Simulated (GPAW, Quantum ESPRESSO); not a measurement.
**Core-hole calculation of the O K edge in La2O3 (P-3m1)**

Aim: the near-edge shape at the O K edge of La2O3 (P-3m1), and what the core hole does to it.

Main program and level: GPAW 26.7.0; X-ray absorption from dipole matrix elements to empty bands, plane-wave PAW PBE, without spin-orbit coupling.

Report form: the programs' logs are mostly left out.

### Step 1. The structure

It takes space group P-3m1 (No. 164, trigonal). The conventional cell has a = 3.931 Å, b = 3.931 Å, c = 6.112 Å, α = 90.00°, β = 90.00°, γ = 120.00°. Nearest to La lie 7 O at 2.36 to 2.72 Å. O has 6 La at 2.72 Å nearest. O has 4 La at 2.36 to 2.44 Å nearest. Farther neighbours and most contacts between anions are not listed.

Structure file:

```cif
data_structure
_symmetry_space_group_name_H-M 'P 1'
_symmetry_Int_Tables_number 1
_cell_length_a 3.9308
_cell_length_b 3.9308
_cell_length_c 6.1120
_cell_angle_alpha 90.000
_cell_angle_beta 90.000
_cell_angle_gamma 120.000
_cell_volume 81.78
loop_
_atom_site_label
_atom_site_type_symbol
_atom_site_fract_x
_atom_site_fract_y
_atom_site_fract_z
_atom_site_occupancy
La1 La 0.33333 0.66667 0.24624 1
La2 La 0.66667 0.33333 0.75376 1
O3 O 0.00000 0.00000 0.00000 1
O4 O 0.33333 0.66667 0.64589 1
O5 O 0.66667 0.33333 0.35411 1
```

### Step 2. Ground state of the crystal

A plain self-consistent run shows whether there is a gap, which decides the set-up of the core-hole run.

scf.py reads:

```python
import numpy as np
from ase import Atoms
from ase.parallel import parprint, paropen
from gpaw import GPAW, PW, FermiDirac, Mixer, MixerDif, setup_paths
from gpaw.test import gen
setup_paths.insert(0, '.')
gen('O', name='nch1s', xcname='PBE', corehole=(1, 0, 0), write_xml=True)
from gpaw.mpi import world
world.barrier()

atoms = Atoms('La2O3',
    cell=[[3.93077788, 0, 0],
     [-1.96538894, 3.4041535, 0],
     [0, 0, 6.11195352]],
    scaled_positions=[[0.33333333, 0.66666667, 0.24623568],
     [0.66666667, 0.33333333, 0.75376432],
     [0, 0, 0],
     [0.33333333, 0.66666667, 0.64589065],
     [0.66666667, 0.33333333, 0.35410935]],
    pbc=True)
atoms.calc = calc = GPAW(legacy_gpaw=True, mode=PW(500, force_complex_dtype=True), xc='PBE', setups={2: 'nch1s'},
    kpts={'size': (7, 7, 4), 'gamma': True}, occupations=FermiDirac(0.05),
    charge=0, mixer=Mixer(0.1, 5, 50), maxiter=150,
    convergence={'density': 0.0001, 'eigenstates': 1e-6}, txt='scf.txt')
energy = atoms.get_potential_energy() + calc.get_reference_energy()
ef = calc.get_fermi_level()
out = dict(energy=energy, fermi=ef, forces=atoms.get_forces().tolist())
parprint(f'all-electron energy {energy:.4f} eV, Fermi level {ef:.4f} eV')
ev = np.array([[calc.get_eigenvalues(k, s) for k in range(len(calc.get_ibz_k_points()))] for s in range(calc.get_number_of_spins())])
out['homo'], out['lumo'], out['counts'] = ev[ev < ef].max(), ev[ev > ef].min(), sorted(set((ev < ef).sum((0, 2)).tolist()))
out['filled'] = (ev[:, 0] < ef).sum(1).tolist()
import json
with paropen('out.json', 'w') as f:
    json.dump(out, f)
```

Run with:

```bash
$ OMP_NUM_THREADS=1 mpirun -n 4 gpaw python scf.py
```

The job ended after 35 s (4 MPI ranks of Arm Neoverse V1, shared host; peak memory 0.22 GiB).

The mesh shows a gap of 3.92 eV, so the hole is first treated in a charged cell, without the excited electron.

### Step 3. Spectrum without a core hole, O atom 3

This cheap baseline ignores the attraction of the hole: it shows the absorber's empty states as they are in the ground state. The data set with a hole of occupation 0 only carries the core orbital.

The absorber has 6 La at 2.72 Å (octahedral, site symmetry -3m).

xas.py reads:

```python
import numpy as np
from ase import Atoms
from ase.parallel import parprint, paropen
from gpaw import GPAW, PW, FermiDirac, Mixer, MixerDif, setup_paths
from gpaw.test import gen
setup_paths.insert(0, '.')
gen('O', name='nch1s', xcname='PBE', corehole=(1, 0, 0), write_xml=True)
from gpaw.mpi import world
world.barrier()

atoms = Atoms('La2O3',
    cell=[[3.93077788, 0, 0],
     [-1.96538894, 3.4041535, 0],
     [0, 0, 6.11195352]],
    scaled_positions=[[0.33333333, 0.66666667, 0.24623568],
     [0.66666667, 0.33333333, 0.75376432],
     [0, 0, 0],
     [0.33333333, 0.66666667, 0.64589065],
     [0.66666667, 0.33333333, 0.35410935]],
    pbc=True)
atoms.calc = calc = GPAW(legacy_gpaw=True, mode=PW(500, force_complex_dtype=True), xc='PBE', setups={2: 'nch1s'},
    kpts={'size': (7, 7, 4), 'gamma': True}, occupations=FermiDirac(0.02),
    charge=0, mixer=Mixer(0.1, 5, 50), maxiter=150,
    convergence={'density': 0.0001, 'eigenstates': 1e-6}, txt='scf.txt')
energy = atoms.get_potential_energy() + calc.get_reference_energy()
ef = calc.get_fermi_level()
out = dict(energy=energy, fermi=ef, forces=atoms.get_forces().tolist())
parprint(f'all-electron energy {energy:.4f} eV, Fermi level {ef:.4f} eV')
ev = np.array([[calc.get_eigenvalues(k, s) for k in range(len(calc.get_ibz_k_points()))] for s in range(calc.get_number_of_spins())])
out['homo'], out['lumo'], out['counts'] = ev[ev < ef].max(), ev[ev > ef].min(), sorted(set((ev < ef).sum((0, 2)).tolist()))
out['filled'] = (ev[:, 0] < ef).sum(1).tolist()

from ase.units import Ha
from gpaw.xas import dipole_matrix_elements
nb = int(calc.get_number_of_electrons() / 2) + 62
top, nb = nb, nb + 8 + nb // 12
nscf = calc.fixed_density(kpts={'size': (5, 5, 3), 'gamma': True}, nbands=nb,
    convergence={'bands': top, 'eigenstates': 1e-5}, maxiter=60, txt='nscf.txt')
cell = atoms.cell.array
ops = [cell.T @ U.T @ np.linalg.inv(cell.T) for U in nscf.wfs.kd.symmetry.op_scc]
filled = [20]  # bands filled in the ground state, by spin
E = np.arange(-25, 34, 0.1)
fwhm = np.interp(E, [4, 25], [0.9, 3.5])
Y, X, zero, highest = 0, 0, 1e9, 1e9
for spin in range(nscf.get_number_of_spins()):
    wfs = nscf.wfs
    A = dipole_matrix_elements(wfs.setups[2])
    eps = np.zeros((wfs.kd.nibzkpts, nb))
    d = np.zeros((3, A.shape[1], wfs.kd.nibzkpts, nb), complex)
    for kpt in wfs.kpt_u:
        if kpt.s == spin and 2 in kpt.P_ani:
            eps[kpt.k] = kpt.eps_n * Ha
            d[:, :, kpt.k] = (kpt.weight * wfs.nspins / 2) ** 0.5 * np.inner(A, kpt.P_ani[2])
    world.sum(eps)
    world.sum(d)
    T = np.einsum('amkn,bmkn->abkn', d, d.conj()).real
    T = sum(np.einsum('ai,ijkn,bj->abkn', R, T, R) for R in ops) / len(ops)
    empty = np.ones_like(eps, bool) & (np.arange(nb) >= filled[spin])
    zero, highest = min(zero, eps[empty].min()), min(highest, eps[:, top - 1].min())
    lines = [(eps, T, empty)] if spin == 0 else lines + [(eps, T, empty)]
for eps, T, empty in lines:
    f = np.einsum('aakn->akn', T).reshape(3, -1)
    x = eps.ravel() - zero
    w = np.interp(x, E, fwhm) / 2.35482
    g = np.exp(-0.5 * ((E[:, None] - x) / w) ** 2) / (w * (2 * np.pi) ** 0.5)
    Y = Y + (f * empty.ravel()) @ g.T
    X = X + (f * ~empty.ravel()) @ g.T
out.update(E=E.round(2).tolist(), xas=Y.tolist(), xes=X.tolist(), zero=zero, valid=highest - zero, nk=len(eps), nb=nb)
for i in range(0, len(E), 10):
    parprint(f'{E[i]:7.2f}', *(f'{v:10.3e}' for v in Y[:, i]))
import json
with paropen('out.json', 'w') as f:
    json.dump(out, f)
```

Run with:

```bash
$ OMP_NUM_THREADS=1 mpirun -n 4 gpaw python xas.py
```

Wall time 48 s (4 MPI ranks); peak memory 0.28 GiB.

The O K spectrum, O atom 3, no core hole (energy from the lowest empty level; intensity scaled to a mean of 1 over the first 20 eV; polarised curves are means over the symmetry-equivalent atoms):

```csv
E (eV),isotropic,ε ⊥ c,ε ∥ c
-2.00,0.00,0.00,0.00
-1.25,0.00,0.00,0.00
-0.50,0.01,0.01,0.01
0.25,0.22,0.24,0.18
1.00,0.97,1.13,0.66
1.75,2.46,2.39,2.60
2.50,2.40,2.98,1.23
3.25,1.56,1.66,1.37
4.00,0.92,0.54,1.67
4.75,1.39,0.74,2.68
5.50,1.78,1.09,3.16
6.25,2.07,2.52,1.16
7.00,1.52,2.16,0.26
7.75,0.76,1.06,0.15
8.50,0.71,0.91,0.33
9.25,0.79,0.84,0.70
10.00,0.80,0.73,0.95
10.75,0.63,0.55,0.81
11.50,0.50,0.43,0.65
12.25,0.48,0.41,0.64
13.00,0.53,0.43,0.74
13.75,0.63,0.48,0.95
14.50,0.72,0.56,1.05
15.25,0.76,0.65,0.97
16.00,0.72,0.68,0.78
16.75,0.64,0.65,0.61
17.50,0.61,0.67,0.49
18.25,0.67,0.78,0.44
19.00,0.74,0.88,0.45
19.75,0.77,0.90,0.50
20.50,0.76,0.85,0.59
21.25,0.78,0.82,0.69
22.00,0.82,0.84,0.79
22.75,0.89,0.89,0.88
23.50,0.93,0.92,0.97
24.25,0.95,0.92,1.02
25.00,0.94,0.91,1.00
25.75,0.92,0.91,0.93
26.50,0.89,0.91,0.85
27.25,0.85,0.88,0.79
28.00,0.80,0.81,0.76
28.75,0.73,0.72,0.74
29.50,0.67,0.64,0.74
```

Main maxima below 24 eV (height): 2.1 eV (2.64), 6.4 eV (2.08), 9.7 eV (0.82) and 15.2 eV (0.76). A K edge sees empty p states on the absorber.

The same matrix elements for filled bands give the O K emission of O atom 3 (ground-state approximation; energy from the lowest empty level, largest value 1):

```csv
E (eV),emission
-24.00,0.00
-23.25,0.00
-22.50,0.00
-21.75,0.00
-21.00,0.00
-20.25,0.00
-19.50,0.00
-18.75,0.00
-18.00,0.00
-17.25,0.00
-16.50,0.00
-15.75,0.00
-15.00,0.00
-14.25,0.00
-13.50,0.00
-12.75,0.00
-12.00,0.00
-11.25,0.00
-10.50,0.00
-9.75,0.00
-9.00,0.00
-8.25,0.00
-7.50,0.00
-6.75,0.07
-6.00,0.20
-5.25,0.35
-4.50,0.95
-3.75,0.41
-3.00,0.01
-2.25,0.00
-1.50,0.00
-0.75,0.00
0.00,0.00
0.75,0.00
1.50,0.00
2.25,0.00
3.00,0.00
```

Emission maxima: -4.4 eV (1.00).

### Step 4. Supercell without a hole, the energy reference

The photon energy needs a difference of total energies, so the cell and mesh of the coming hole run are first run without a hole.

Changes to scf.py since step 2:

```diff
@@ -10,14 +10,24 @@
 
-atoms = Atoms('La2O3',
-    cell=[[3.93077788, 0, 0],
-     [-1.96538894, 3.4041535, 0],
-     [0, 0, 6.11195352]],
-    scaled_positions=[[0.33333333, 0.66666667, 0.24623568],
-     [0.66666667, 0.33333333, 0.75376432],
+atoms = Atoms('La6O9',
+    cell=[[-5.89616682, 3.4041535, 0],
+     [-5.89616682, -3.4041535, 0],
+     [3.93077788, 0, 6.11195352]],
+    scaled_positions=[[0.41541189, 0.74874523, 0.24623568],
+     [0.74874523, 0.08207856, 0.24623568],
+     [0.08207856, 0.41541189, 0.24623568],
+     [0.25125477, 0.91792144, 0.75376432],
+     [0.58458811, 0.25125477, 0.75376432],
+     [0.91792144, 0.58458811, 0.75376432],
      [0, 0, 0],
-     [0.33333333, 0.66666667, 0.64589065],
-     [0.66666667, 0.33333333, 0.35410935]],
+     [0.33333333, 0.33333333, 0],
+     [0.66666667, 0.66666667, 0],
+     [0.54863022, 0.88196355, 0.64589065],
+     [0.88196355, 0.21529688, 0.64589065],
+     [0.21529688, 0.54863022, 0.64589065],
+     [0.11803645, 0.78470312, 0.35410935],
+     [0.45136978, 0.11803645, 0.35410935],
+     [0.78470312, 0.45136978, 0.35410935]],
     pbc=True)
-atoms.calc = calc = GPAW(legacy_gpaw=True, mode=PW(500, force_complex_dtype=True), xc='PBE', setups={2: 'nch1s'},
-    kpts={'size': (7, 7, 4), 'gamma': True}, occupations=FermiDirac(0.05),
+atoms.calc = calc = GPAW(legacy_gpaw=True, mode=PW(500, force_complex_dtype=True), xc='PBE', setups={6: 'nch1s'},
+    kpts={'size': (3, 3, 3), 'gamma': True}, occupations=FermiDirac(0.02),
     charge=0, mixer=Mixer(0.1, 5, 50), maxiter=150,
```

Run with:

```bash
$ OMP_NUM_THREADS=1 mpirun -n 4 gpaw python scf.py
```

The job ended after 3 min (4 MPI ranks; peak memory 0.41 GiB).

Reference energy: -1405168.753 eV with the cores included.

### Step 5. Spectrum with FCH, O atom 3

The holes are 6.8 Å apart. In GPAW the data set carries the hole's charge, so charge=0 means a charged cell and charge=-1 a neutral one. The excited electron is left out and a uniform background balances the charge. After the field has converged, empty bands are computed with the density fixed and the dipole matrix elements are summed.

Changes to xas.py since step 3:

```diff
@@ -6,3 +6,3 @@
 setup_paths.insert(0, '.')
-gen('O', name='nch1s', xcname='PBE', corehole=(1, 0, 0), write_xml=True)
+gen('O', name='fch1s', xcname='PBE', corehole=(1, 0, 1), write_xml=True)
 from gpaw.mpi import world
@@ -10,14 +10,24 @@
 
-atoms = Atoms('La2O3',
-    cell=[[3.93077788, 0, 0],
-     [-1.96538894, 3.4041535, 0],
-     [0, 0, 6.11195352]],
-    scaled_positions=[[0.33333333, 0.66666667, 0.24623568],
-     [0.66666667, 0.33333333, 0.75376432],
+atoms = Atoms('La6O9',
+    cell=[[-5.89616682, 3.4041535, 0],
+     [-5.89616682, -3.4041535, 0],
+     [3.93077788, 0, 6.11195352]],
+    scaled_positions=[[0.41541189, 0.74874523, 0.24623568],
+     [0.74874523, 0.08207856, 0.24623568],
+     [0.08207856, 0.41541189, 0.24623568],
+     [0.25125477, 0.91792144, 0.75376432],
+     [0.58458811, 0.25125477, 0.75376432],
+     [0.91792144, 0.58458811, 0.75376432],
      [0, 0, 0],
-     [0.33333333, 0.66666667, 0.64589065],
-     [0.66666667, 0.33333333, 0.35410935]],
+     [0.33333333, 0.33333333, 0],
+     [0.66666667, 0.66666667, 0],
+     [0.54863022, 0.88196355, 0.64589065],
+     [0.88196355, 0.21529688, 0.64589065],
+     [0.21529688, 0.54863022, 0.64589065],
+     [0.11803645, 0.78470312, 0.35410935],
+     [0.45136978, 0.11803645, 0.35410935],
+     [0.78470312, 0.45136978, 0.35410935]],
     pbc=True)
-atoms.calc = calc = GPAW(legacy_gpaw=True, mode=PW(500, force_complex_dtype=True), xc='PBE', setups={2: 'nch1s'},
-    kpts={'size': (7, 7, 4), 'gamma': True}, occupations=FermiDirac(0.02),
+atoms.calc = calc = GPAW(legacy_gpaw=True, mode=PW(500, force_complex_dtype=True), xc='PBE', setups={6: 'fch1s'},
+    kpts={'size': (3, 3, 3), 'gamma': True}, occupations=FermiDirac(0.02),
     charge=0, mixer=Mixer(0.1, 5, 50), maxiter=150,
@@ -34,5 +44,5 @@
 from gpaw.xas import dipole_matrix_elements
-nb = int(calc.get_number_of_electrons() / 2) + 62
+nb = int(calc.get_number_of_electrons() / 2) + 179
 top, nb = nb, nb + 8 + nb // 12
-nscf = calc.fixed_density(kpts={'size': (5, 5, 3), 'gamma': True}, nbands=nb,
+nscf = calc.fixed_density(kpts={'size': (3, 3, 3), 'gamma': True}, nbands=nb,
     convergence={'bands': top, 'eigenstates': 1e-5}, maxiter=60, txt='nscf.txt')
@@ -40,4 +50,4 @@
 ops = [cell.T @ U.T @ np.linalg.inv(cell.T) for U in nscf.wfs.kd.symmetry.op_scc]
-filled = [20]  # bands filled in the ground state, by spin
-E = np.arange(-25, 34, 0.1)
+filled = [60]  # bands filled in the ground state, by spin
+E = np.arange(-6, 34, 0.1)
 fwhm = np.interp(E, [4, 25], [0.9, 3.5])
@@ -46,3 +56,3 @@
     wfs = nscf.wfs
-    A = dipole_matrix_elements(wfs.setups[2])
+    A = dipole_matrix_elements(wfs.setups[6])
     eps = np.zeros((wfs.kd.nibzkpts, nb))
@@ -50,5 +60,5 @@
     for kpt in wfs.kpt_u:
-        if kpt.s == spin and 2 in kpt.P_ani:
+        if kpt.s == spin and 6 in kpt.P_ani:
             eps[kpt.k] = kpt.eps_n * Ha
-            d[:, :, kpt.k] = (kpt.weight * wfs.nspins / 2) ** 0.5 * np.inner(A, kpt.P_ani[2])
+            d[:, :, kpt.k] = (kpt.weight * wfs.nspins / 2) ** 0.5 * np.inner(A, kpt.P_ani[6])
     world.sum(eps)
```

Run with:

```bash
$ OMP_NUM_THREADS=1 mpirun -n 4 gpaw python xas.py
```

It took 7.4 min on 4 MPI ranks; peak memory 0.65 GiB.

(Part 1 of 2 ends here.)

[Logs are printed without paths, hosts, clocks, repeated set-up lines and the standing remarks that a program may print on its own settings, such as how far it seeks lower states.]

[Hosts, paths, dates, database ids (printed as entryN), source tags and the programs' standing remarks are cut or masked in the printed files.]

[Lists of maxima count a maximum above −3 eV only where it reaches 4 % of the highest in the window and stands out from its surroundings by 2 % of it (1.5 % where it reaches 55 %); shoulders and weaker maxima are passed over, and of the rest the first, up to two pre-edge ones and the few strongest are named.]
